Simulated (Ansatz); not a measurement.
# Na on Cu(100): change of the work function, part 2 of 4

Aim: the work function of Cu(100) at several coverages of Na (bridge site), and the dipole that each adsorbate carries.

Ansatz 0.2.0; plane-wave DFT, PBE, Ansatz PAW (the session's first sound run).

So far, work function, upper face (eV): step 2 (the clean slab) 4.57.

### 3. Adsorbate added, coverage 0.25 ML

System of this step: Na/Cu(100). The cell holds 17 atoms: 16 Cu and 1 Na. Cell: a = 5.105 Å, b = 5.105 Å, c = 26.275 Å, α = 90.0°, β = 90.0°, γ = 90.0°. Vacuum lies along c.

The clean slab as it ended is repeated in the plane and the adsorbate is set on one face; the cell's size fixes the coverage, and the k-mesh shrinks with it to keep the sampling density about even. Adsorbate and upper layers relax, since the dipole depends on the height.

Input file input.yaml:

```yaml
crystal:
  lattice:
    - [5.1053109602, 0.0, 0.0]
    - [0.0, 5.1053109602, 0.0]
    - [0.0, 0.0, 26.2748258491]
  atoms:
    - { symbol: Cu, position: [0.25, 0.25, 0.3425331932] }
    - { symbol: Cu, position: [0.0, 0.0, 0.4112301281] }
    - { symbol: Cu, position: [0.25, 0.25, 0.4811194562] }
    - { symbol: Cu, position: [0.0, 0.0, 0.5487370128] }
    - { symbol: Cu, position: [0.25, 0.75, 0.3425331932] }
    - { symbol: Cu, position: [0.0, 0.5, 0.4112301281] }
    - { symbol: Cu, position: [0.25, 0.75, 0.4811194562] }
    - { symbol: Cu, position: [0.0, 0.5, 0.5487370128] }
    - { symbol: Cu, position: [0.75, 0.25, 0.3425331932] }
    - { symbol: Cu, position: [0.5, 0.0, 0.4112301281] }
    - { symbol: Cu, position: [0.75, 0.25, 0.4811194562] }
    - { symbol: Cu, position: [0.5, 0.0, 0.5487370128] }
    - { symbol: Cu, position: [0.75, 0.75, 0.3425331932] }
    - { symbol: Cu, position: [0.5, 0.5, 0.4112301281] }
    - { symbol: Cu, position: [0.75, 0.75, 0.4811194562] }
    - { symbol: Cu, position: [0.5, 0.5, 0.5487370128] }
    - { symbol: Na, position: [0.25, 0.0, 0.6574668068] }
kpoints:
  mp_grid: { grid: [6, 6, 1] }
hamiltonian:
  xc: pbe
scf:
  occupations: { method: fermi_dirac, width: 0.1 }
  convergence: { dr2_threshold: 1.0e-08 }
efield:
  axis: 3
  dipole_correction: true
  ramp_position: 0.97
  ramp_width: 0.06
relax:
  f_tol: 0.02
  max_steps: 60
  constraints: [{ sites: [0, 1, 4, 5, 8, 9, 12, 13] }]
output:
  bader: true
  dos: { projected: true, e_range: [-8, 4] }
  write_potential: true
  write_density: true
  volumetric_format: npy
  elf: true
```

On the command line:

```bash
$ ansatz run input.yaml --threads 4 --pin off --max-ram 12288MiB --backend cpu --events-out ev --progress --plain --runs-dir out
```

Numbers of over 12 decimals in the logs are rounded to 6 here.

Log:

```text
[...]
Crystal: 17 atoms, lattice volume = 684.832 Å³
Basis set: ecut = 420 eV, 13383 PW (Γ), exchange–correlation on 72×72×360 points (8 copies of the dense FFT grid, shifted against one another)
Bands: 188, of which v1, the nominal top of the filled ones, is band 157 counted from 1 (156 counted from 0)
Symmetry: 4 space group operations
[...]
k-points: 16 of 36
[...]
SCF iter   1: F=—  HF=-107484.745646 eV  |F-HF|=—  |Δ(HF+E_count)|=         —  Δρ=2.61e-3  dr2=1.16e0  ethr=1.77e-3  p=0.399 e·Å  D=1.05e-1 V/Å  ΔV_dip=-2.77 eV  dr2_dipole=6.18e-1  V_vac-E_F(+/−)=1.77/4.54 eV  ⟨swp⟩=6.6  Hψ=11982  notcnv=0  defer=134
[...]
SCF iter  13: F=-107484.716124 eV  HF=-107484.716124 eV  |F-HF|=1.03e-8  |Δ(HF+E_count)|=   1.45e-7  Δρ=4.61e-7  dr2=3.24e-9  ethr=3.19e-12  p=0.337 e·Å  D=8.90e-2 V/Å  ΔV_dip=-2.34 eV  dr2_dipole=3.78e-11  V_vac-E_F(+/−)=2.19/4.53 eV  ⟨swp⟩=16.1  Hψ=24380  notcnv=0
SCF 1 converged in 13 iterations: F = -107484.716124 eV  dr2 = 3.24e-9
[...]
relax step   1: F+E_penalty+E_count = -107484.71612430 eV  Δ(F+E_penalty+E_count) = +0.000e0 eV  max|allowed force component| = 5.629e-1 eV/Å  Δτ_max = 0.0000 Å  (13 SCF iters, accepted)
[...]
SCF iter  11: F=-107484.774595 eV  HF=-107484.774595 eV  |F-HF|=1.59e-9  |Δ(HF+E_count)|=   1.85e-8  Δρ=9.95e-7  dr2=5.74e-9  ethr=3.19e-12  p=0.345 e·Å  D=9.12e-2 V/Å  ΔV_dip=-2.40 eV  dr2_dipole=8.68e-11  V_vac-E_F(+/−)=2.13/4.53 eV  ⟨swp⟩=12.9  Hψ=20608  notcnv=0
SCF 2 converged in 11 iterations: F = -107484.774595 eV  dr2 = 5.74e-9
relax step   2: F+E_penalty+E_count = -107484.77459492 eV  Δ(F+E_penalty+E_count) = -5.847e-2 eV  max|allowed force component| = 5.016e-1 eV/Å  Δτ_max = 0.1013 Å  (11 SCF iters, accepted)
SCF iter   1: F=—  HF=-107484.867405 eV  |F-HF|=—  |Δ(HF+E_count)|=         —  Δρ=1.89e-3  dr2=2.39e-2  ethr=1.01e-4  p=0.345 e·Å  D=9.12e-2 V/Å  ΔV_dip=-2.40 eV  dr2_dipole=7.00e-4  V_vac-E_F(+/−)=2.14/4.53 eV  ⟨swp⟩=5.2  Hψ=7162  notcnv=0  defer=220
[...]
SCF iter  12: F=-107484.861154 eV  HF=-107484.861154 eV  |F-HF|=1.75e-8  |Δ(HF+E_count)|=   9.52e-8  Δρ=7.36e-7  dr2=5.28e-9  ethr=3.19e-12  p=0.361 e·Å  D=9.53e-2 V/Å  ΔV_dip=-2.50 eV  dr2_dipole=1.66e-9  V_vac-E_F(+/−)=2.02/4.53 eV  ⟨swp⟩=12.1  Hψ=22130  notcnv=0
SCF 3 converged in 12 iterations: F = -107484.861154 eV  dr2 = 5.28e-9
relax step   3: F+E_penalty+E_count = -107484.86115352 eV  Δ(F+E_penalty+E_count) = -8.656e-2 eV  max|allowed force component| = 2.310e-1 eV/Å  Δτ_max = 0.1950 Å  (12 SCF iters, accepted)
[...]
relax step   4: F+E_penalty+E_count = -107484.88198773 eV  Δ(F+E_penalty+E_count) = -2.083e-2 eV  max|allowed force component| = 9.416e-2 eV/Å  Δτ_max = 0.1940 Å  (12 SCF iters, accepted)
[...]
relax step   5: F+E_penalty+E_count = -107484.88345596 eV  Δ(F+E_penalty+E_count) = -1.468e-3 eV  max|allowed force component| = 3.744e-2 eV/Å  Δτ_max = 0.0379 Å  (10 SCF iters, accepted)
SCF iter   1: F=—  HF=-107484.884337 eV  |F-HF|=—  |Δ(HF+E_count)|=         —  Δρ=4.39e-4  dr2=7.54e-4  ethr=1.61e-6  p=0.365 e·Å  D=9.64e-2 V/Å  ΔV_dip=-2.53 eV  dr2_dipole=1.87e-5  V_vac-E_F(+/−)=2.00/4.53 eV  ⟨swp⟩=2.8  Hψ=6384  notcnv=0  defer=253
[...]
SCF iter   9: F=-107484.884076 eV  HF=-107484.884076 eV  |F-HF|=2.05e-8  |Δ(HF+E_count)|=   8.64e-9  Δρ=4.11e-7  dr2=3.14e-9  ethr=3.19e-12  p=0.365 e·Å  D=9.64e-2 V/Å  ΔV_dip=-2.53 eV  dr2_dipole=8.63e-10  V_vac-E_F(+/−)=2.00/4.53 eV  ⟨swp⟩=10.2  Hψ=20841  notcnv=0
SCF 6 converged in 9 iterations: F = -107484.884076 eV  dr2 = 3.14e-9
relax step   6: F+E_penalty+E_count = -107484.88407624 eV  Δ(F+E_penalty+E_count) = -6.203e-4 eV  max|allowed force component| = 4.565e-3 eV/Å  Δτ_max = 0.0084 Å  (9 SCF iters, accepted)
NSCF: frozen V_eff on 16 k-points
[...]
SCF converged after 9 iterations
Free energy (F): -107484.884076 eV
[...]
Internal energy: -107484.675791 eV  (E = F + TS)
E sigma→0 (E₀):  -107484.779934 eV
Entropy (-TS):   -0.208285 eV (-12.252 meV/atom)
Fermi energy:    2.562966 eV
Dipole field:    D = 0.096448 V/Å  (p = 0.365019 e·Å, saw-weighted, corrected)
Work function:   Φ+ = 1.9970 eV   Φ− = 4.5312 eV
[...]
--- Forces (eV/Å), atoms counted from 1 ---
  atom   1  Cu     0.00000000     0.00594575     0.12141778
  atom   2  Cu    -0.00172868     0.00000000    -0.07716197
  atom   3  Cu     0.00000000     0.00370481    -0.00294551
  atom   4  Cu    -0.00072849     0.00000000    -0.00062953
  atom   5  Cu     0.00000000    -0.00594575     0.12141778
  atom   6  Cu     0.00523618     0.00000000    -0.15987992
  atom   7  Cu     0.00000000    -0.00370481    -0.00294551
  atom   8  Cu     0.00039710     0.00000000     0.00117181
  atom   9  Cu     0.00000000     0.00548775     0.12099030
  atom  10  Cu     0.00172868     0.00000000    -0.07716197
  atom  11  Cu     0.00000000     0.00456516    -0.00345941
  atom  12  Cu     0.00072849     0.00000000    -0.00062953
  atom  13  Cu     0.00000000    -0.00548775     0.12099030
  atom  14  Cu    -0.00523618     0.00000000    -0.15987992
  atom  15  Cu     0.00000000    -0.00456516    -0.00345941
  atom  16  Cu    -0.00039710     0.00000000     0.00117181
  atom  17  Na     0.00000000     0.00000000     0.00099406
  max |Σ_I F_I| component: 1.17e-6 eV/Å
--- Band table (eV; the first three rows and the last of 16) ---
  k-point 0: bands = [... 153 lower, 2.1826, 2.2108, 2.2143, 2.4086, 2.4191, 2.5240, 2.5240, 2.8227, ... 27 higher]
  k-point 1: bands = [... 153 lower, 1.7468, 2.4068, 2.4432, 2.6096, 2.6657, 2.7888, 3.0514, 3.8438, ... 27 higher]
  k-point 2: bands = [... 153 lower, 1.9116, 2.3814, 2.7846, 2.7924, 3.4293, 3.5346, 3.5876, 3.9141, ... 27 higher]
  k-point 15: bands = [... 153 lower, 1.3571, 1.3591, 1.3680, 2.6316, 2.6840, 2.6895, 2.7539, 4.4047, ... 27 higher]
--- Relaxed structure (6 steps of the walk, 6 accepted, 0 SCFs on fresh bases) ---
  F+E_penalty+E_count = -107484.88407624 eV   max|allowed force component| = 4.565e-3 eV/Å
  atoms:
    - { symbol: Cu, position: [0.25, 0.25, 0.3425331932] }
    - { symbol: Cu, position: [0.0, 0.0, 0.4112301281] }
    - { symbol: Cu, position: [0.25, 0.252478, 0.481039] }
    - { symbol: Cu, position: [-0.00338127, 0.0, 0.547360] }
    - { symbol: Cu, position: [0.25, 0.750000, 0.3425331932] }
    - { symbol: Cu, position: [0.0, 0.5, 0.4112301281] }
    - { symbol: Cu, position: [0.25, 0.747522, 0.481039] }
    - { symbol: Cu, position: [0.000990855, 0.5, 0.551496] }
    - { symbol: Cu, position: [0.750000, 0.25, 0.3425331932] }
    - { symbol: Cu, position: [0.5, 0.0, 0.4112301281] }
    - { symbol: Cu, position: [0.750000, 0.253432, 0.480963] }
    - { symbol: Cu, position: [0.503381, 0.0, 0.547360] }
    - { symbol: Cu, position: [0.750000, 0.750000, 0.3425331932] }
    - { symbol: Cu, position: [0.5, 0.5, 0.4112301281] }
    - { symbol: Cu, position: [0.750000, 0.746568, 0.480963] }
    - { symbol: Cu, position: [0.499009, 0.5, 0.551496] }
    - { symbol: Na, position: [0.25, 0.0, 0.639932] }
--- Bader charges: 17 sites ---
  site symbol  charge [e]  shift [e]
     0     Cu     -0.0194     0.0002
     1     Cu      0.0215     0.0002
     2     Cu      0.0141     0.0001
     3     Cu     -0.2140     0.0001
     4     Cu     -0.0194     0.0002
     5     Cu      0.0156     0.0001
     6     Cu      0.0141     0.0001
     7     Cu     -0.1361     0.0001
     8     Cu     -0.0202     0.0002
     9     Cu      0.0215     0.0002
    10     Cu      0.0096     0.0001
    11     Cu     -0.2140     0.0001
    12     Cu     -0.0202     0.0002
    13     Cu      0.0156     0.0001
    14     Cu      0.0096     0.0001
    15     Cu     -0.1362     0.0001
    16     Na      0.6579     0.0000
  estimated error of the sums over rays = 3.3e-4 e
```

The job ended after 9.9 min (4 threads of Arm Neoverse V1, shared host; peak memory 3.7 GiB; 39 min of CPU time).

Step by step:

```csv
step,energy less that of the first step (eV),largest force component (eV/Å)
1,0.0000,0.5629
2,-0.0585,0.5016
3,-0.1450,0.2310
4,-0.1659,0.0942
5,-0.1673,0.0374
6,-0.1680,0.0046
```

The run keeps the 4 symmetry operations that it works with, so distortions that break them were not tested.

The atoms that moved most (Å):

```
atom      dx      dy      dz  length
Na17   0.000   0.000  -0.461   0.461
 Cu8   0.005   0.000   0.072   0.073
Cu16  -0.005   0.000   0.072   0.073
 Cu4  -0.017   0.000  -0.036   0.040
Cu12   0.017   0.000  -0.036   0.040
Cu15   0.000  -0.018  -0.004   0.018
Cu11   0.000   0.018  -0.004   0.018
 Cu7   0.000  -0.013  -0.002   0.013
```

Final coordinates:

```cif
data_structure
_symmetry_space_group_name_H-M 'P 1'
_symmetry_Int_Tables_number 1
_cell_length_a 5.1053
_cell_length_b 5.1053
_cell_length_c 26.2748
_cell_angle_alpha 90.000
_cell_angle_beta 90.000
_cell_angle_gamma 90.000
_cell_volume 684.83
loop_
_atom_site_label
_atom_site_type_symbol
_atom_site_fract_x
_atom_site_fract_y
_atom_site_fract_z
_atom_site_occupancy
Cu1 Cu 0.25000 0.25000 0.34253 1
Cu2 Cu 0.00000 0.00000 0.41123 1
Cu3 Cu 0.25000 0.25248 0.48104 1
Cu4 Cu 0.99662 0.00000 0.54736 1
Cu5 Cu 0.25000 0.75000 0.34253 1
Cu6 Cu 0.00000 0.50000 0.41123 1
Cu7 Cu 0.25000 0.74752 0.48104 1
Cu8 Cu 0.00099 0.50000 0.55150 1
Cu9 Cu 0.75000 0.25000 0.34253 1
Cu10 Cu 0.50000 0.00000 0.41123 1
Cu11 Cu 0.75000 0.25343 0.48096 1
Cu12 Cu 0.50338 0.00000 0.54736 1
Cu13 Cu 0.75000 0.75000 0.34253 1
Cu14 Cu 0.50000 0.50000 0.41123 1
Cu15 Cu 0.75000 0.74657 0.48096 1
Cu16 Cu 0.49901 0.50000 0.55150 1
Na17 Na 0.25000 0.00000 0.63993 1
```

This step gave:

```
energy at zero smearing        : -107484.7799 eV
work function, upper face      : 1.997 eV
work function, lower face      : 4.531 eV
dipole along the normal        : 0.3650 e·Å
step between the vacuum levels : -2.534 eV
```

Running mean over 1.805 Å of the planar mean; the ramp of the sawtooth is left out. Electron's electrostatic potential energy less the Fermi level against z:

```csv
z (Å),electron's electrostatic potential energy less the Fermi level (eV)
4,4.53
5,4.53
6,4.49
7,4.06
8,-1.47
9,-8.32
10,-8.74
11,-8.75
12,-8.60
13,-8.85
14,-8.67
15,-5.87
16,0.798
17,0.310
18,1.24
19,1.84
20,1.96
21,1.99
22,2.00
23,2.00
```

The density of states has structure finer than the step of the table below, so its rows give means over 0.5 eV, whole bins alone (the curve runs from -8 to 1.98 eV). Peaks (eV: height): -2.77: 84.4, -2.71: 84.6, -2.62: 65.2, -2.32: 136, -1.95: 78.3, -1.68: 103, -1.50: 121.

Density of states against energy, zero at the Fermi level; means over each step:

```csv
energy (eV),density of states (states/eV a cell)
-7.5,1.18
-7.0,2.29
-6.5,2.38
-6.0,3.10
-5.5,4.06
-5.0,7.64
-4.5,16.9
-4.0,32.7
-3.5,33.6
-3.0,51.9
-2.5,59.4
-2.0,67.8
-1.5,55.5
-1.0,7.55
-0.5,5.15
0.0,7.26
0.5,5.15
1.0,5.44
1.5,6.37
```

Projected DOS per atom over height of the atomic layer and energy from the Fermi level. Layers: Cu4 Cu4 Cu4 Cu4 Na from below.

Values in states/eV, 22 rows by 5 columns, each cell a mean:
```
0.15 0.16 0.15 0.13 0.31
0.13 0.17 0.16 0.14 0.46
0.21 0.23 0.21 0.22 0.93
0.22 0.23 0.20 0.20 0.45
0.32 0.30 0.34 0.29 0.43
0.30 0.24 0.21 0.28 0.31
0.52 0.36 0.34 0.38 0.23
3.22 2.10 1.95 2.31 0.14
5.77 3.55 3.77 5.49 0.13
4.77 3.07 3.15 4.61 0.19
3.22 3.35 3.40 4.01 0.11
2.08 2.91 2.75 2.35 0.01
1.37 2.15 2.08 1.65 0.00
1.00 2.80 2.79 1.09 0.01
0.55 1.25 1.31 0.61 0.03
0.30 0.52 0.56 0.34 0.02
0.17 0.30 0.30 0.19 0.01
0.13 0.26 0.25 0.14 0.01
0.11 0.17 0.16 0.12 0.01
0.14 0.19 0.18 0.15 0.01
0.04 0.12 0.13 0.05 0.00
0.03 0.11 0.11 0.03 0.00
```
Columns: height of the atomic layer (Å) from 9 to 16.8 (not evenly spaced); rows upwards: energy from the Fermi level (eV) from -7.96 to 1.95.

ELF in the ca plane at fractional y = 0.000, with atoms of Cu and Na within 0.2 Å of it. It is the smooth field of the valence electrons, not physical close to the nuclei.

Ten even steps from '0' (0.00) to '9' (0.84), each cell a mean:
```
12233222673222222367322321001222100000000000
22223322222222222222212222222221100000000000
22222332222332233222222222222111000000000000
22222332222332233322222222222111000000000000
22222322222232232222222222222211000000000000
12233322442222222245222322111221100000000000
12233213895222222389422210000122210000000000
12233222674222222267322101100012211000000000
12223322222222222222221036630002321000000000
22222332222332233222231265561002321000000000
22222332222332233322331263472002321000000000
22222322222232232222221156651002321000000000
12223322442222222244222013310012321000000000
12233213895222222389422200000022210000000000
```
Columns run along c (16.0 Å, from fractional 0.29 to 0.90 of the cell), rows up along a (5.1 Å). Atoms in or near the plane, at fractional coordinates: Cu at (0.41, 0.00), Cu at (0.55, 0.00), Cu at (0.41, 0.50), Cu at (0.55, 0.50), Na at (0.64, 0.25).

Electrostatic potential energy in the ca plane at fractional y = 0.000, with atoms of Cu and Na within 0.2 Å of it. With pseudopotentials it is smooth inside the atoms' cores, unlike the true potential.

Ten even steps from '0' (-51 eV) to '9' (6 eV), each cell a mean:
```
99999983001799998300279999999999999999999999
99999997435899999633689999999999999999999999
99999999888999999988999999999999999999999999
99999999999999999999999999999999999999999999
99999998667999999866799999999999999999999999
99999985103799998411389999999999999999999999
99999983000699998200169999999999999999999999
99999983001799998300279998899999999999999999
99999997435899999744689875588999999999999999
99999999888999999988999830058999999999999999
99999999999999999999999830058999999999999999
99999998667999999866899852378999999999999999
99999985103799998511489987889999999999999999
99999983000699998200169999999999999999999999
```
Columns run along c (16.0 Å, from fractional 0.29 to 0.90 of the cell; values clipped at the 3rd and 97th percentile), rows up along a (5.1 Å). Atoms in or near the plane, at fractional coordinates: Cu at (0.41, 0.00), Cu at (0.55, 0.00), Cu at (0.41, 0.50), Cu at (0.55, 0.50), Na at (0.64, 0.25).

Valence density in the ca plane at fractional y = 0.000, with atoms of Cu and Na within 0.2 Å of it. It is the smooth field of the valence electrons, not physical close to the nuclei.

Ten steps, logarithmic in the rise over the least value, from '0' (0 e/Å³) to '9' (49 e/Å³), each cell a mean:
```
00000014786200001488510000000000000000000000
00000002342100001244200000000000000000000000
00000000111000000111100000000000000000000000
00000000010000000011000000000000000000000000
00000001221000000122100000000000000000000000
00000013674100001367410000000000000000000000
00000015997200001599620000000000000000000000
00000014786200001488510000000000000000000000
00000002342100000234200013310000000000000000
00000000111000000011000147630000000000000000
00000000010000000000000157730000000000000000
00000001221000000122100035510000000000000000
00000013674100001366410001100000000000000000
00000015997200001599620000000000000000000000
```
Columns run along c (16.0 Å, from fractional 0.29 to 0.90 of the cell), rows up along a (5.1 Å). Atoms in or near the plane, at fractional coordinates: Cu at (0.41, 0.00), Cu at (0.55, 0.00), Cu at (0.41, 0.50), Cu at (0.55, 0.50), Na at (0.64, 0.25).

The relaxation took 6 steps and lowered the energy by 0.17 eV; the largest force on the free atoms ends at 0.0046 eV/Å.

By hand: a sheet of dipoles makes a step −p/(ε₀A) in the electron's potential. With e/ε₀ = 180.95 V·Å, p = 0.3650 e·Å and A = 26.06 Å², that is −180.95 × (0.3650) / 26.06 = -2.534 eV, and the two vacuum levels of the run differ by -2.534 eV.

The covered face has 2.00 eV, -2.57 eV against the clean one; the bare back face has moved by -0.05 eV, a measure of how thin the slab is.

(Part 2 of 4 ends here.)

[Logs are printed without paths, hosts, clocks, repeated set-up lines and the standing remarks that a program may print on its own settings, such as how far it seeks lower states.]

[Hosts, paths, dates, database ids (printed as entryN), source tags and the programs' standing remarks are cut or masked in the printed files.]

[Maps of the electrostatic potential energy from Ansatz leave out the sawtooth potential of an applied field or a dipole correction, so their vacuum need not be flat; planar profiles and work functions include it.]

[The density of states shown here was stored with 400 of the rows of the run's finer table, so its peaks can read low, often by over a quarter, or be missed, and its means over a window can be off by a tenth or more.]
